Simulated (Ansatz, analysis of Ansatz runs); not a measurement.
## Moving an added electron between V sites in LaVO4 (I4_1/amd)

Question: does an added electron stay on the V atom where it is started in LaVO4 (I4_1/amd), and if so, how high is the barrier for a hop to another V site nearby? Model: a cell of 96 host atoms.

Main program and level: Ansatz 0.2.0; plane-wave PAW DFT, PBEsol+U; relaxation of all atoms of a supercell at fixed charge in a uniform background; PAW set soft_1.

In doubt: warnings of the run leave room for a lower electronic state (step 3), so energies may not be the lowest and differences between runs may mislead.

**1. Set-up**

The cell holds 96 atoms: 16 La, 16 V and 64 O. Cell: a = 12.352 Å, b = 12.352 Å, c = 12.352 Å, α = 106.0°, β = 106.0°, γ = 116.6°. It derives from LaVO4 (space group I4_1/amd). Nearest the centre at fractional (0.438, 0.312, 0.625): O17 at 1.98 Å, O70 at 1.98 Å, V63 at 2.03 Å, V16 at 2.03 Å, O67 at 2.30 Å, O12 at 2.30 Å, O21 at 2.30 Å, O66 at 2.30 Å.

Hubbard terms: V d 5.0 eV. They were chosen, not fitted, to curb self-interaction in the shells named, the trial site's among them. The two sites are V16 and V63. The cell's shortest repeat is 12.4 Å.

**2. The cell without the carrier**

The neutral cell is relaxed first, from small random displacements, so that bond lengths and moments with the carrier can be set beside those of a relaxed cell without it.

Input file neutral.relax/input.yaml:

```yaml
crystal:
  lattice:
    - [-7.43239028, 7.43239028, 6.48806899]
    - [7.43239028, -7.43239028, 6.48806899]
    - [7.43239028, 7.43239028, -6.48806899]
  atoms:
    - { symbol: La, position: [0.0, 0.0, 0.0] }
    - { symbol: La, position: [0.375, 0.125, 0.25] }
[... 5 atom lines left out ...]
    - { symbol: O, position: [0.07727, 0.166013, 0.411257] }
[... 2 atom lines left out ...]
    - { symbol: O, position: [0.29773, 0.458987, 0.338743] }
    - { symbol: O, position: [0.333987, 0.245245, 0.411257] }
    - { symbol: La, position: [0.0, 0.0, 0.5] }
    - { symbol: La, position: [0.375, 0.125, 0.75] }
    - { symbol: V, position: [0.125, 0.375, 0.75] }
    - { symbol: V, position: [0.25, 0.25, 0.5] }
    - { symbol: O, position: [0.254755, 0.166013, 0.588743] }
    - { symbol: O, position: [0.041013, 0.20227, 0.661257] }
[... 2 atom lines left out ...]
    - { symbol: O, position: [0.333987, 0.42273, 0.588743] }
    - { symbol: O, position: [0.120245, 0.458987, 0.661257] }
    - { symbol: O, position: [0.29773, 0.458987, 0.838743] }
    - { symbol: O, position: [0.333987, 0.245245, 0.911257] }
[... 2 atom lines left out ...]
    - { symbol: V, position: [0.125, 0.875, 0.25] }
[... 3 atom lines left out ...]
    - { symbol: O, position: [0.041013, 0.879755, 0.338743] }
[... 2 atom lines left out ...]
    - { symbol: O, position: [0.120245, 0.958987, 0.161257] }
    - { symbol: O, position: [0.29773, 0.958987, 0.338743] }
[... 2 atom lines left out ...]
    - { symbol: La, position: [0.375, 0.625, 0.75] }
[... 6 atom lines left out ...]
    - { symbol: O, position: [0.333987, 0.92273, 0.588743] }
    - { symbol: O, position: [0.120245, 0.958987, 0.661257] }
    - { symbol: O, position: [0.29773, 0.958987, 0.838743] }
[... 4 atom lines left out ...]
    - { symbol: V, position: [0.75, 0.25, 0.0] }
[... 2 atom lines left out ...]
    - { symbol: O, position: [0.541013, 0.379755, 0.338743] }
    - { symbol: O, position: [0.57727, 0.166013, 0.411257] }
[... 4 atom lines left out ...]
    - { symbol: La, position: [0.5, 0.0, 0.5] }
[... 1 atom line left out ...]
    - { symbol: V, position: [0.625, 0.375, 0.75] }
    - { symbol: V, position: [0.75, 0.25, 0.5] }
    - { symbol: O, position: [0.754755, 0.166013, 0.588743] }
    - { symbol: O, position: [0.541013, 0.20227, 0.661257] }
    - { symbol: O, position: [0.541013, 0.379755, 0.838743] }
    - { symbol: O, position: [0.57727, 0.166013, 0.911257] }
    - { symbol: O, position: [0.833987, 0.42273, 0.588743] }
    - { symbol: O, position: [0.620245, 0.458987, 0.661257] }
    - { symbol: O, position: [0.79773, 0.458987, 0.838743] }
[... 1 atom line left out ...]
    - { symbol: La, position: [0.5, 0.5, 0.0] }
[... 2 atom lines left out ...]
    - { symbol: V, position: [0.75, 0.75, 0.0] }
    - { symbol: O, position: [0.754755, 0.666013, 0.088743] }
[... 2 atom lines left out ...]
    - { symbol: O, position: [0.57727, 0.666013, 0.411257] }
[... 4 atom lines left out ...]
    - { symbol: La, position: [0.5, 0.5, 0.5] }
    - { symbol: La, position: [0.875, 0.625, 0.75] }
[... 2 atom lines left out ...]
    - { symbol: O, position: [0.754755, 0.666013, 0.588743] }
    - { symbol: O, position: [0.541013, 0.70227, 0.661257] }
[... 1 atom line left out ...]
    - { symbol: O, position: [0.57727, 0.666013, 0.911257] }
[... 3 atom lines left out ...]
    - { symbol: O, position: [0.833987, 0.745245, 0.911257] }
basis:
  ecutwfc: 420
  xc_grid: 2
hamiltonian:
  xc: pbesol
  hubbard:
    sites: [{ species: V, l: d, u_eff: 5.0 }]
    projectors: ortho-atomic
  pseudopotentials: { kind: paw, azcp: { folder: soft_1 }, xc_functional: pbe }
kpoints:
  mp_grid: { grid: [1, 1, 1] }
scf:
  occupations: { method: fermi_dirac, width: 0.01 }
  max_iter: 120
  lower_state_search: "off"
output:
  forces: true
relax:
  f_tol: 0.02
  max_steps: 70
  random_displacement: { amplitude: 0.04, seed: 6758 }
checkpoint:
  write: "../neutral.relax.run"
  compress: false
  write_wavefunctions: true
  write_every: 100000
```

On the command line:

```console
$ ansatz run input.yaml --threads 32 --pin off --max-ram 84787MiB --backend cuda --events-out ev --progress --plain --runs-dir out --max-vram 78GiB
```

Numbers of over 12 decimals in the logs are rounded to 6 here.

Output:

```text
[... repeated set-up lines and file paths are left out, and long positions are rounded to six places ...]
Engine: ansatz 0.2.0, aarch64-unknown-linux-gnu
Pseudopotentials: kind: paw
Pseudopotential: La, paw, valence charge 11, recommended cutoff 420 eV (normal), soft_1/La.paw.azcp
Pseudopotential: V, paw, valence charge 13, recommended cutoff 420 eV (normal), soft_1/V.paw.azcp
Pseudopotential: O, paw, valence charge 6, recommended cutoff 420 eV (normal), soft_1/O.paw.azcp
Functional definition: PBEsol
  exchange = pbesol_x
  correlation = pbesol_c
[...]
Crystal: 96 atoms, lattice volume = 1433.615 Å³
Basis set: ecut = 420 eV, 28001 PW (Γ), exchange–correlation on 180×180×180 points (8 copies of the dense FFT grid, shifted against one another)
Bands: 480, of which v1, the nominal top of the filled ones, is band 384 counted from 1 (383 counted from 0)
Symmetry: 1 space group operations
k-points: 1
Non-local potential: La, projectors of the file, l = 0: 3, l = 1: 2, l = 2: 2, l = 3: 3
Non-local potential: V, projectors of the file, l = 0: 3, l = 1: 2, l = 2: 3, l = 3: 1
Non-local potential: O, projectors of the file, l = 0: 2, l = 1: 2, l = 2: 1
PAW form: soft (Blöchl's): semilocal exchange-correlation on the pseudo side does not see the compensation charge
PAW frozen core: La, regenerated for the run's functional, and the local potential with it (the file was generated under x = pbe(κ = 0.804, μ = 0.219515), c = pbe(β = 0.066725))
PAW frozen core: V, regenerated for the run's functional, and the local potential with it (the file was generated under x = pbe(κ = 0.804, μ = 0.219515), c = pbe(β = 0.066725))
[...]
NSCF: frozen V_eff on 1 k-points
[...]
SCF converged after 10 iterations
Free energy (F): -180687.825841 eV
Harris-Foulkes:  -180687.825841 eV  (|F-HF|=4.71e-9)
Internal energy: -180687.825841 eV  (E = F + TS)
E sigma→0 (E₀):  -180687.825841 eV
Fermi energy:    7.601506 eV
--- Per-component energies (eV) ---
  E_band       = -6040.932304
  E_kinetic    = 18418.518960
  E_local      = -59299.172115  (includes V_loc(G=0)·N_el)
  E_nonlocal   = 6035.908730
  E_hartree    = 23233.170221
  E_xc         = -8621.281653
  E_vxc        = -10437.637989  (∫ρ·V_xc dr)
  E_hubbard    = 85.749849  (on-site DFT+U / exact-exchange correction)
  E_vhub       = 45.801674  (the Hubbard potential's part of the band-sum identity)
  E_paw        = -112835.541449  (= ΣΔE_a)
  E_vpaw       = -7270.762576  (= ΣTr[D̂ρ^β])
  E_aug_tail   = 0.068657  (compensation charges beyond the density's cutoff)
  E_ewald      = -47712.604916
  E_core_change = 7.357875  (= ΣΔE_core)
  E_smearing   = -0.000000  (= −TS)
  E_closure    = 0.000000  (closes the sum)
  Σ components = -180687.825841   (vs F -180687.825841, Δ=0.00e0)
--- Forces (eV/Å), atoms counted from 1 ---
  atom   1  La     0.00140876    -0.00147317    -0.00063076
  atom   2  La     0.00070135    -0.00092528     0.00063876
  [... 4 atoms left out ...]
  [... 90 more lines of this table ...]
  max |Σ_I F_I| component: 3.46e-6 eV/Å
--- Band table (eV) ---
  k-point 0: bands = ["-58.0636", "-58.0631", "-58.0631", "-58.0631", "-58.0630", "-58.0629", "-58.0629", "-58.0628", "-58.0628", [... rest cut ...]
Occupation matrices written to <dir>
--- Relaxed structure (4 steps of the walk, 4 accepted, 0 SCFs on fresh bases) ---
  F+E_penalty+E_count = -180687.82584112 eV   max|allowed force component| = 3.438e-3 eV/Å
  atoms:
    - { symbol: La, position: [2.107703928322106e-5, 0.000264, 0.000150] }
    - { symbol: La, position: [0.374994, 0.125275, 0.250185] }
    [... 4 atoms left out ...]
  [... 90 more lines of this table ...]
```

It took 6.1 s on 1 × NVIDIA GB200 with 32 threads of Arm Neoverse V2, shared host; peak memory 1.5 GiB.

The largest displacement from an ideal site is 0.006 Å.

**3. The electron on the first site**

The nearest neighbour or neighbours of the site start displaced and the site's starting moment is changed by the carrier's spin, since a carrier doesn't trap itself in the undistorted lattice.

Input file A.relax/input.yaml:

```yaml
crystal:
  lattice:
    - [-7.43239028, 7.43239028, 6.48806899]
    - [7.43239028, -7.43239028, 6.48806899]
    - [7.43239028, 7.43239028, -6.48806899]
  atoms:
    - { symbol: La, position: [2.1e-05, 0.000264, 0.00015] }
    - { symbol: La, position: [0.374994, 0.125275, 0.250185] }
[... 5 atom lines left out ...]
    - { symbol: O, position: [0.066715, 0.161008, 0.406216] }
[... 2 atom lines left out ...]
    - { symbol: O, position: [0.298001, 0.459618, 0.338752] }
    - { symbol: O, position: [0.339201, 0.245666, 0.406215] }
    - { symbol: La, position: [-0.000106, 0.00032, 0.500114] }
    - { symbol: La, position: [0.374939, 0.125311, 0.750086] }
    - { symbol: V, position: [0.124973, 0.375344, 0.750148] }
    - { symbol: V, position: [0.249918, 0.250296, 0.500117], spin: 1.0 }
    - { symbol: O, position: [0.254513, 0.160989, 0.594004] }
    - { symbol: O, position: [0.040638, 0.202257, 0.66146] }
[... 2 atom lines left out ...]
    - { symbol: O, position: [0.339235, 0.433502, 0.594018] }
    - { symbol: O, position: [0.120594, 0.459665, 0.66139] }
    - { symbol: O, position: [0.298064, 0.459734, 0.838885] }
    - { symbol: O, position: [0.334346, 0.245926, 0.911389] }
[... 2 atom lines left out ...]
    - { symbol: V, position: [0.125005, 0.875307, 0.250233] }
[... 3 atom lines left out ...]
    - { symbol: O, position: [0.04066, 0.879664, 0.338983] }
[... 2 atom lines left out ...]
    - { symbol: O, position: [0.120658, 0.959691, 0.161527] }
    - { symbol: O, position: [0.298087, 0.959619, 0.338906] }
[... 2 atom lines left out ...]
    - { symbol: La, position: [0.374976, 0.625323, 0.750125] }
[... 6 atom lines left out ...]
    - { symbol: O, position: [0.334351, 0.923367, 0.588884] }
    - { symbol: O, position: [0.120601, 0.959737, 0.661393] }
    - { symbol: O, position: [0.298006, 0.959679, 0.838803] }
[... 4 atom lines left out ...]
    - { symbol: V, position: [0.749918, 0.250316, 9.7e-05] }
[... 2 atom lines left out ...]
    - { symbol: O, position: [0.540556, 0.379628, 0.338836] }
    - { symbol: O, position: [0.5769, 0.165962, 0.411486] }
[... 4 atom lines left out ...]
    - { symbol: La, position: [0.50003, 0.000314, 0.500186] }
[... 1 atom line left out ...]
    - { symbol: V, position: [0.624893, 0.375316, 0.750055] }
    - { symbol: V, position: [0.749993, 0.250298, 0.500153] }
    - { symbol: O, position: [0.754368, 0.165914, 0.588857] }
    - { symbol: O, position: [0.540607, 0.202225, 0.661419] }
    - { symbol: O, position: [0.540467, 0.37965, 0.838721] }
    - { symbol: O, position: [0.576835, 0.165927, 0.911368] }
    - { symbol: O, position: [0.834391, 0.423392, 0.588852] }
    - { symbol: O, position: [0.620546, 0.459625, 0.661278] }
    - { symbol: O, position: [0.797972, 0.459738, 0.838836] }
[... 1 atom line left out ...]
    - { symbol: La, position: [0.499954, 0.500293, 0.000106] }
[... 2 atom lines left out ...]
    - { symbol: V, position: [0.749985, 0.750291, 0.000137] }
    - { symbol: O, position: [0.754313, 0.665888, 0.088831] }
[... 2 atom lines left out ...]
    - { symbol: O, position: [0.576819, 0.66599, 0.411409] }
[... 4 atom lines left out ...]
    - { symbol: La, position: [0.499895, 0.500298, 0.500073] }
    - { symbol: La, position: [0.874927, 0.625297, 0.750052] }
[... 2 atom lines left out ...]
    - { symbol: O, position: [0.75424, 0.665915, 0.588783] }
    - { symbol: O, position: [0.540652, 0.702264, 0.661451] }
[... 1 atom line left out ...]
    - { symbol: O, position: [0.576907, 0.665996, 0.911454] }
[... 3 atom lines left out ...]
    - { symbol: O, position: [0.834331, 0.745938, 0.911402] }
total_charge: -1
basis:
  ecutwfc: 420
  xc_grid: 2
hamiltonian:
  xc: pbesol
  hubbard:
    sites: [{ species: V, l: d, u_eff: 5.0 }]
    projectors: ortho-atomic
  pseudopotentials: { kind: paw, azcp: { folder: soft_1 }, xc_functional: pbe }
kpoints:
  mp_grid: { grid: [1, 1, 1] }
magnetization:
  spin_polarized: true
  initial_magnetization: 1
  spin_locking: { lock_magnetization: hard }
scf:
  occupations: { method: fermi_dirac, width: 0.01 }
  max_iter: 120
  lower_state_search: "off"
output:
  forces: true
relax:
  f_tol: 0.015
  max_steps: 70
  escape_saddle: false
checkpoint:
  write: "../A.relax.run"
  compress: false
  write_wavefunctions: true
  write_every: 100000
```

Output:

```text
[...]
Crystal: 96 atoms, lattice volume = 1433.615 Å³
Basis set: ecut = 420 eV, 28001 PW (Γ), exchange–correlation on 180×180×180 points (8 copies of the dense FFT grid, shifted against one another)
Bands: 481, of which v1, the nominal top of the filled ones, is band 385 counted from 1 (384 counted from 0)
Symmetry: 1 space group operations
[...]
k-points: 1
[...]
Starting moments: Σ|m| = 1 μB on 1 of 96 sites
[...]
SCF iter   1: F=—  HF=-180694.159149 eV  |Δ(HF+E_count)|=         —  Δρ=3.02e-2 (↑3.02e-2 ↓2.90e-2)  dr2=8.20e1  dr2_m=1.65e-1  M=1.000 μB ∫|m|=1.554 μB  Hψ=3243
[...]
spin=Collinear: Resta preconditioning applied to the charge; magnetization (m = ρ↑ − ρ↓) channel mixes plain (no charge-response kernel on spin).
SCF iter   2: F=—  HF=-180684.338083 eV  |Δ(HF+E_count)|=    9.82e0  Δρ=1.98e-2 (↑1.98e-2 ↓1.86e-2)  dr2=2.81e1  dr2_m=1.61e-1  M=1.000 μB ∫|m|=1.474 μB  Hψ=1594
[...]
SCF iter  13: F=-180678.710670 eV  HF=-180678.710669 eV  |Δ(HF+E_count)|=   2.46e-6  Δρ=7.21e-6 (↑6.37e-6 ↓7.21e-6)  dr2=3.18e-6  dr2_m=2.02e-8  M=1.000 μB ∫|m|=1.249 μB  Hψ=3150
SCF 1 converged in 13 iterations: F = -180678.710670 eV  dr2 = 3.18e-6
[...]
relax step   1: F+E_penalty+E_count = -180678.71066961 eV  Δ(F+E_penalty+E_count) = +0.000e0 eV  max|allowed force component| = 9.533e-1 eV/Å  Δτ_max = 0.0000 Å  (13 SCF iters, dr2 threshold 5.63e-6 eV, accepted)
[...]
relax step   2: F+E_penalty+E_count = -180678.51974765 eV  Δ(F+E_penalty+E_count) = +1.909e-1 eV  max|allowed force component| = 1.734e0 eV/Å  Δτ_max = 0.1139 Å  (8 SCF iters, dr2 threshold 5.68e-5 eV, rejected (line search))
relax step   3: F+E_penalty+E_count = -180678.89052899 eV  Δ(F+E_penalty+E_count) = -1.799e-1 eV  max|allowed force component| = 1.537e-1 eV/Å  Δτ_max = 0.0466 Å  (20 SCF iters, accepted)
relax step   4: F+E_penalty+E_count = -180678.89574063 eV  Δ(F+E_penalty+E_count) = -5.212e-3 eV  max|allowed force component| = 1.002e-1 eV/Å  Δτ_max = 0.0064 Å  (17 SCF iters, accepted)
relax step   5: F+E_penalty+E_count = -180678.89672432 eV  Δ(F+E_penalty+E_count) = -9.837e-4 eV  max|allowed force component| = 1.608e-2 eV/Å  Δτ_max = 0.0032 Å  (8 SCF iters, accepted)
[...]
SCF iter   1: F=—  HF=-180678.889263 eV  |Δ(HF+E_count)|=         —  Δρ=5.07e-5 (↑5.07e-5 ↓5.07e-5)  dr2=1.44e-4  dr2_m=3.13e-8  M=1.000 μB ∫|m|=1.222 μB  Hψ=2289
[...]
SCF iter   2: F=—  HF=-180678.889153 eV  |Δ(HF+E_count)|=   1.10e-4  Δρ=3.04e-5 (↑3.04e-5 ↓3.04e-5)  dr2=3.90e-5  dr2_m=2.11e-8  M=1.000 μB ∫|m|=1.222 μB  Hψ=1110
[...]
SCF iter   6: F=-180678.896902 eV  HF=-180678.896902 eV  |Δ(HF+E_count)|=   4.43e-8  Δρ=1.09e-6 (↑9.77e-7 ↓1.09e-6)  dr2=5.66e-8  dr2_m=1.55e-10  M=1.000 μB ∫|m|=1.222 μB  Hψ=2555
SCF 6 converged in 6 iterations: F = -180678.896902 eV  dr2 = 5.66e-8
relax step   6: F+E_penalty+E_count = -180678.89690211 eV  Δ(F+E_penalty+E_count) = -1.778e-4 eV  max|allowed force component| = 9.461e-3 eV/Å  Δτ_max = 0.0012 Å  (6 SCF iters, accepted)
[...]
NSCF: frozen V_eff on 1 k-points
[...]
SCF converged after 6 iterations
Stability checked in part: among states of this total moment the steps that led to this state did not find it unstable. No probe was made; neither looks for a lower state of another moment (fixed_total_moment; see scf.lower_state_search)
Magnetization: 1.0000 μB (385.0000 up, 384.0000 down)
Absolute magnetization: 1.2341 μB (∫|ρ↑−ρ↓|, with the PAW one-centre terms)
[...]
Per-site moments (μB) at R_I (Å): [(6.867763539027649e-6, 1.010644), (0.00260965, 0.966733), (0.000157641, 0.705690), [... 6 left out ...]
Free energy (F): -180678.896902 eV
[...]
Internal energy: -180678.896902 eV  (E = F + TS)
E sigma→0 (E₀):  -180678.896902 eV
Fermi energy:    8.702270 (↑ 8.703188, ↓ 7.692608) eV
[...]
--- Forces (eV/Å), atoms counted from 1 ---
  atom   1  La    -0.00502783    -0.00548857     0.00001028
  atom   2  La     0.00219016    -0.00025646    -0.00630832
  [... 4 atoms left out ...]
  [... 90 more lines of this table ...]
  max |Σ_I F_I| component: 2.17e-6 eV/Å
--- Band table (eV) ---
[...]
Occupation matrices written to <dir>
--- Relaxed structure (6 steps of the walk, 5 accepted, 0 SCFs on fresh bases) ---
  F+E_penalty+E_count = -180678.89690211 eV   max|allowed force component| = 9.461e-3 eV/Å
  atoms:
    - { symbol: La, position: [5.1217486915877526e-5, 0.000382, 0.000295] }
    - { symbol: La, position: [0.374962, 0.128683, 0.253511] }
    [... 4 atoms left out ...]
  [... 90 more lines of this table ...]
```

The job ended after 12 s (1 × NVIDIA GB200 with 32 threads; peak memory 1.8 GiB; 49 s of CPU time).

Step by step:

```
step  energy less that of the first step (eV)  largest force component (eV/Å)
   1                                   0.0000                          0.9533
   2                                   0.1909                          1.7336
   3                                  -0.1799                          0.1537
   4                                  -0.1851                          0.1002
   5                                  -0.1861                          0.0161
   6                                  -0.1862                          0.0095
```

Relaxation step 2 was tried and not accepted.

The atoms that moved most (Å):

| atom | dx | dy | dz | length |
| --- | --- | --- | --- | --- |
| La50 | 0.000 | 0.051 | 0.000 | 0.051 |
| La2 | 0.050 | -0.001 | 0.000 | 0.050 |
| La38 | -0.050 | 0.000 | 0.000 | 0.050 |
| La14 | 0.000 | -0.050 | 0.000 | 0.050 |
| La13 | 0.000 | 0.000 | 0.039 | 0.039 |
| La85 | 0.000 | 0.001 | -0.039 | 0.039 |
| O46 | -0.001 | 0.002 | -0.039 | 0.039 |
| O55 | -0.002 | 0.000 | 0.039 | 0.039 |

The moves above count from the input, in which the site's nearest neighbours were already displaced; the distances below compare with the cell without the carrier.

Distances from V16 without and with the electron:

```
atom  without (Å)  with (Å)
 O17         1.71      1.79
 O12         1.71      1.79
 O21         1.71      1.79
  O8         1.71      1.79
```

The largest changes of the moments are 0.74 μB on V16, -0.01 μB on O8 and -0.01 μB on O12. The largest part sits on the chosen site.

(Part 1 of 2 ends here.)

[Logs are printed without paths, hosts, clocks, repeated set-up lines and the standing remarks that a program may print on its own settings, such as how far it seeks lower states.]

[Hosts, paths, dates, database ids (printed as entryN), source tags and the programs' standing remarks are cut or masked in the printed files.]
